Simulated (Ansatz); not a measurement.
## SnP2O7 (P-1): the host for defect calculations

Aim: the runs on the perfect crystal SnP2O7 (P-1) that a defect calculation needs first.

Method: plane-wave PAW DFT, PBEsol; relaxation of the host's cell and atoms, in the first sound run; inputs show where later runs differ, in Ansatz 0.2.0.

This is a report of a sequence of runs, with most program output left out.

### 1. Starting point

The cell holds 20 atoms: 2 Sn, 4 P and 14 O. Its edges and angles: a = 5.128 Å, b = 6.755 Å, c = 8.367 Å, α = 69.0°, β = 88.5°, γ = 88.6°.

### 2. Host cell relaxation

Lattice and positions are set free, within the symmetry that the program keeps.

cell/input.yaml

```yaml
crystal:
  lattice:
    - [5.1279504, 0.0, 0.0]
    - [0.1627302, 6.7529837, 0.0]
    - [0.2139197, 2.9953731, 7.8091849]
  atoms:
    - { symbol: Sn, position: [0.24150776, 0.20960975, 0.73104989] }
    - { symbol: Sn, position: [0.75849224, 0.79039025, 0.26895011] }
    - { symbol: P, position: [0.24580278, 0.11353679, 0.16630673] }
    - { symbol: P, position: [0.27668334, 0.45320211, 0.31030412] }
    - { symbol: P, position: [0.72331666, 0.54679789, 0.68969588] }
    - { symbol: P, position: [0.75419722, 0.88646321, 0.83369327] }
    - { symbol: O, position: [0.17727883, 0.2916122, 0.4767731] }
    - { symbol: O, position: [0.03468005, 0.94202198, 0.77683709] }
    - { symbol: O, position: [0.09498981, 0.64162578, 0.23646262] }
    - { symbol: O, position: [0.28694272, 0.34199472, 0.17284099] }
    - { symbol: O, position: [0.30178856, 0.14081279, 0.98302802] }
    - { symbol: O, position: [0.43676251, 0.96174431, 0.28798267] }
    - { symbol: O, position: [0.44600399, 0.48107943, 0.67872536] }
    - { symbol: O, position: [0.55399601, 0.51892057, 0.32127464] }
    - { symbol: O, position: [0.56323749, 0.03825569, 0.71201733] }
    - { symbol: O, position: [0.69821144, 0.85918721, 0.01697198] }
    - { symbol: O, position: [0.71305728, 0.65800528, 0.82715901] }
    - { symbol: O, position: [0.90501019, 0.35837422, 0.76353738] }
    - { symbol: O, position: [0.96531995, 0.05797802, 0.22316291] }
    - { symbol: O, position: [0.82272117, 0.7083878, 0.5232269] }
basis:
  ecutwfc: 420
  xc_grid: 2
hamiltonian:
  xc: pbesol
kpoints:
  mp_grid: { grid: [6, 5, 4] }
scf:
  occupations: { method: fixed }
  max_iter: 100
relax:
  f_tol: 0.005
  max_steps: 60
  cell: {}
output:
  forces: true
  stress: true
checkpoint:
  write: "../cell.run"
  compress: false
  write_wavefunctions: false
  write_every: 100000
```

Launch:

```sh
$ ansatz run input.yaml --threads 4 --pin off --max-ram 7536MiB --backend cpu --events-out ev --progress --plain --runs-dir out
```

It took 6.5 min on 4 threads of Arm Neoverse V1, shared host; peak memory 1.5 GiB.

Step by step:

```
step  energy less that of the first step (eV)  largest force component (eV/Å)  pressure (GPa)  volume (Å³)
   1                                   0.0000                          0.5741            3.41       270.42
   2                                  -0.0361                          0.3513            1.64       272.78
   3                                  -0.0516                          0.0699            0.06       274.10
   4                                  -0.0525                          0.0843            0.12       274.00
   5                                  -0.0579                          0.0396           -0.01       273.44
   6                                  -0.0590                          0.0599            0.06       273.47
   7                                  -0.0628                          0.0110            0.01       272.90
   8                                  -0.0632                          0.0035            0.00       272.84
   9                                  -0.0631                          0.0065           -0.01       272.85
  10                                  -0.0631                          0.0015            0.00       272.85
  11                                  -0.0759                          0.0015            0.08       272.85
  12                                  -0.0749                          0.0062            0.01       273.18
  13                                  -0.0741                          0.0162           -0.04       273.38
  14                                  -0.0743                          0.0054            0.00       273.34
  15                                  -0.0743                          0.0018            0.00       273.36
 16*                                  -0.0767                          0.0017            0.01       273.36
```

Relaxation steps marked * repeat the geometry before them on a plane-wave basis chosen anew for their cell, so energy and pressure can jump there. The log counts 2 steps on a newly chosen plane-wave basis, not all of them marked here; energy and pressure can jump at such steps.

Forces are held to the 2 operations that the run works with; a distortion that breaks them can't arise in this run.

```
     cell as run  before  after  change
           a (Å)   5.128  5.101  -0.5 %
           b (Å)   6.755  6.806  +0.8 %
           c (Å)   8.367  8.480  +1.4 %
           α (°)   68.99  68.21  -1.1 %
           β (°)   88.53  89.15  +0.7 %
           γ (°)   88.62  89.06  +0.5 %
volume (Å³/atom)   13.52  13.67  +1.1 %
```

The atoms that moved most (Å, as changes of fractional coordinates times the final cell):

```
atom      dx      dy      dz  length
 O11   0.119   0.114  -0.034   0.169
 O16  -0.119  -0.114   0.034   0.169
 O19  -0.018  -0.048  -0.136   0.145
  O8   0.018   0.048   0.136   0.145
 O14   0.018  -0.037   0.074   0.085
 O13  -0.018   0.037  -0.074   0.085
  O7  -0.038  -0.040   0.035   0.066
 O20   0.038   0.040  -0.035   0.066
```

This step gave:

| Property | Result |
| --- | --- |
| pressure | 0.006064 GPa |

The relaxation ends with a largest force component of 0.0017 eV/Å and a pressure of 0.01 GPa.

### 3. Dielectric tensors of the host

The response to a uniform electric field gives the electronic dielectric tensor.

This step: plane-wave PAW DFPT, PBEsol; dielectric tensors, Born charges and zone-centre modes of the host (Ansatz 0.2.0).

eps/input.yaml

```yaml
crystal:
  lattice:
    - [5.101282977, -0.0187229037, -0.0209285951]
    - [0.1372277968, 6.8044863064, 0.0545780663]
    - [0.169999221, 3.0815826159, 7.8988365803]
  atoms:
    - { symbol: Sn, position: [0.2428249042, 0.2139306018, 0.7325916291] }
    - { symbol: Sn, position: [0.7571750958, 0.7860693982, 0.2674083709] }
    - { symbol: P, position: [0.2498328424, 0.1156915004, 0.1619180964] }
    - { symbol: P, position: [0.2748854447, 0.4474453815, 0.3159081358] }
    - { symbol: P, position: [0.7251145553, 0.5525546185, 0.6840918642] }
    - { symbol: P, position: [0.7501671576, 0.8843084996, 0.8380819036] }
    - { symbol: O, position: [0.1698154772, 0.2836215254, 0.4812633938] }
    - { symbol: O, position: [0.0376929854, 0.941376387, 0.7940169932] }
    - { symbol: O, position: [0.0964914844, 0.6399919485, 0.2382424643] }
    - { symbol: O, position: [0.2838560528, 0.3403586923, 0.1775982168] }
    - { symbol: O, position: [0.3248041975, 0.1596296047, 0.9787109351] }
    - { symbol: O, position: [0.4362245647, 0.9578198075, 0.287349798] }
    - { symbol: O, position: [0.4424383461, 0.4907983911, 0.669275739] }
    - { symbol: O, position: [0.5575616539, 0.5092016089, 0.330724261] }
    - { symbol: O, position: [0.5637754353, 0.0421801925, 0.712650202] }
    - { symbol: O, position: [0.6751958025, 0.8403703953, 0.0212890649] }
    - { symbol: O, position: [0.7161439472, 0.6596413077, 0.8224017832] }
    - { symbol: O, position: [0.9035085156, 0.3600080515, 0.7617575357] }
    - { symbol: O, position: [0.9623070146, 0.058623613, 0.2059830068] }
    - { symbol: O, position: [0.8301845228, 0.7163784746, 0.5187366062] }
basis:
  ecutwfc: 420
hamiltonian:
  xc: pbesol
kpoints:
  mp_grid: { grid: [5, 4, 3] }
scf:
  occupations: { method: fixed }
  max_iter: 100
phonons:
  method: dfpt
  dielectric: true
  rigid_motions: translations
```

Wall time 55 min (4 threads); peak memory 5.3 GiB.

Electronic dielectric tensor:

```
 2.80  0.02  0.01
 0.02  2.77 -0.01
 0.01 -0.01  2.75
```

Static dielectric tensor:

```
 6.30  0.20 -0.02
 0.20  6.28 -0.03
-0.02 -0.03  6.10
```

The principal values of the electronic dielectric tensor are 2.74, 2.76 and 2.81. The principal values of the static dielectric tensor are 6.08, 6.11 and 6.49.

### 4. Primitive cell on a dense mesh

A dense mesh gives the host's converged energy, against which the supercell's sampling is tested.

This step: plane-wave PAW DFT, PBEsol; single point of the host's primitive cell on a dense mesh (Ansatz 0.2.0).

dense/input.yaml, as its differences from eps/input.yaml of step 3:

```diff
@@ -28,2 +28,3 @@
   ecutwfc: 420
+  xc_grid: 2
 hamiltonian:
@@ -31,9 +32,5 @@
 kpoints:
-  mp_grid: { grid: [5, 4, 3] }
+  mp_grid: { grid: [6, 5, 4] }
 scf:
-  occupations: { method: fixed }
-  max_iter: 100
-phonons:
-  method: dfpt
-  dielectric: true
-  rigid_motions: translations
+  occupations: { method: fermi_dirac, width: 0.01 }
+  max_iter: 80
```

Wall time 24 s (4 threads); peak memory 1.4 GiB.

### 5. Self-consistent run

This step: plane-wave PAW DFT, PBEsol; single point of the defect-free supercell, a test of its k-points (Ansatz 0.2.0).

System of this step: SnP2O7 (P-1). The cell holds 80 atoms: 8 Sn, 16 P and 56 O. Its edges and angles: a = 13.590 Å, b = 10.078 Å, c = 10.063 Å, α = 119.1°, β = 111.6°, γ = 89.7°.

pristine.sampling/input.yaml

```yaml
crystal:
  lattice:
    - [-4.7940559592, 9.904791826, 7.9743432417]
    - [5.1340544012, -3.7416265943, 7.8233299189]
    - [5.0685115527, 3.7041807868, -7.865187109]
  atoms:
    - { symbol: Sn, position: [0.4732611154, 0.4877082666, 0.228377753] }
    - { symbol: Sn, position: [0.4732611154, 0.9877082666, 0.728377753] }
    - { symbol: Sn, position: [0.9732611154, 0.4877082666, 0.728377753] }
    - { symbol: Sn, position: [0.9732611154, 0.9877082666, 0.228377753] }
    - { symbol: Sn, position: [0.0267388846, 0.0122917334, 0.771622247] }
    - { symbol: Sn, position: [0.0267388846, 0.5122917334, 0.271622247] }
    - { symbol: Sn, position: [0.5267388846, 0.0122917334, 0.271622247] }
    - { symbol: Sn, position: [0.5267388846, 0.5122917334, 0.771622247] }
[... 68 atom lines left out ...]
    - { symbol: O, position: [0.1175575404, 0.1744605645, 0.7732814987] }
    - { symbol: O, position: [0.1175575404, 0.6744605645, 0.2732814987] }
    - { symbol: O, position: [0.6175575404, 0.1744605645, 0.2732814987] }
    - { symbol: O, position: [0.6175575404, 0.6744605645, 0.7732814987] }
basis:
  ecutwfc: 420
  xc_grid: 2
hamiltonian:
  xc: pbesol
kpoints:
  mp_grid: { grid: [1, 1, 1], shift: [0.25, 0.25, 0.25] }
scf:
  occupations: { method: fermi_dirac, width: 0.01 }
  max_iter: 80
```

The job ended after 9.9 s (4 threads; peak memory 2.2 GiB; 37 s of CPU time).

This step gave:

```
energy over dense mesh : -8.62e-4 eV/atom
```

### 6. Defect free supercell relaxed from its symmetric sites

This cell, the one that will hold the defects, is built from the relaxed host. Its coarser k-points can move the atoms a little, so it is relaxed from the symmetric sites, as the reference for the test of stability.

This step: plane-wave PAW DFT, PBEsol; relaxation of the defect-free supercell from its symmetric sites (Ansatz 0.2.0).

pristine.symmetric/input.yaml, as its differences from pristine.sampling/input.yaml of step 5:

```diff
@@ -96 +96,12 @@
   max_iter: 80
+output:
+  forces: true
+relax:
+  f_tol: 0.01
+  max_steps: 60
+  escape_saddle: false
+checkpoint:
+  write: "../pristine.symmetric.run"
+  compress: false
+  write_wavefunctions: false
+  write_every: 100000
```

Wall time 20 s (4 threads); peak memory 2.2 GiB.

No atom moved by 0.005 Å in the relaxation.

### 7. Defect free supercell relaxed from displaced atoms

This step: plane-wave PAW DFT, PBEsol; relaxation of the defect-free supercell from random displacements, a test of the host's stability (Ansatz 0.2.0).

pristine.rattled/input.yaml, as its differences from pristine.symmetric/input.yaml of step 6:

```diff
@@ -100,6 +100,6 @@
   f_tol: 0.01
-  max_steps: 60
-  escape_saddle: false
+  max_steps: 120
+  random_displacement: { amplitude: 0.08, seed: 8067 }
 checkpoint:
-  write: "../pristine.symmetric.run"
+  write: "../pristine.rattled.run"
   compress: false
```

The job ended after 1.8 min (4 threads; peak memory 2.1 GiB; 6.9 min of CPU time).

Step by step:

```
step  energy less that of the first step (eV)  largest force component (eV/Å)
   1                                   0.0000                          8.9746
   2                                  -5.4656                          5.2019
   3                                  -8.4954                          0.2790
   4                                  -8.5369                          0.0331
   5                                  -8.5393                          0.0104
   6                                  -8.5395                          0.0017
```

The relaxation ends 107 meV an atom lower than the displaced start, with a largest force component of 0.0017 eV/Å.

### 8. What came out

| Quantity | Value |
| --- | --- |
| primitive cell vectors, lengths | 5.101, 6.806, 8.480 Å |
| electronic dielectric constant | principal values (2.74, 2.76, 2.81) |
| static dielectric constant | principal values (6.08, 6.11, 6.49) |
| gap on the k-mesh of the response run (PBEsol) | 4.17 eV |
| supercell relaxed in its symmetry less the displaced and relaxed one | 0.000 eV |
| energy an atom at one point at (¼, ¼, ¼) less that on the dense mesh | -0.001 eV |

Step 7: The energy fell by 8.539 eV from the randomly displaced start; against the sites as typed, O80 ends farthest off, by 0.01 Å, once the mean shift is taken out. The displaced cell ends within 0.01 eV of the symmetric one relaxed in its symmetry, so no lower structure shows in this supercell. The k-mesh can miss the band edges, so this gap is an upper bound at this level. All at zero temperature.

[Logs are printed without paths, hosts, clocks, repeated set-up lines and the standing remarks that a program may print on its own settings, such as how far it seeks lower states.]

[Hosts, paths, dates, database ids (printed as entryN), source tags and the programs' standing remarks are cut or masked in the printed files.]

[Runs of the host that timed out are not shown.]

[For some hosts the program warned that the k-mesh of the response run may be too coarse for force constants and the static dielectric constant; such warnings are not always shown.]
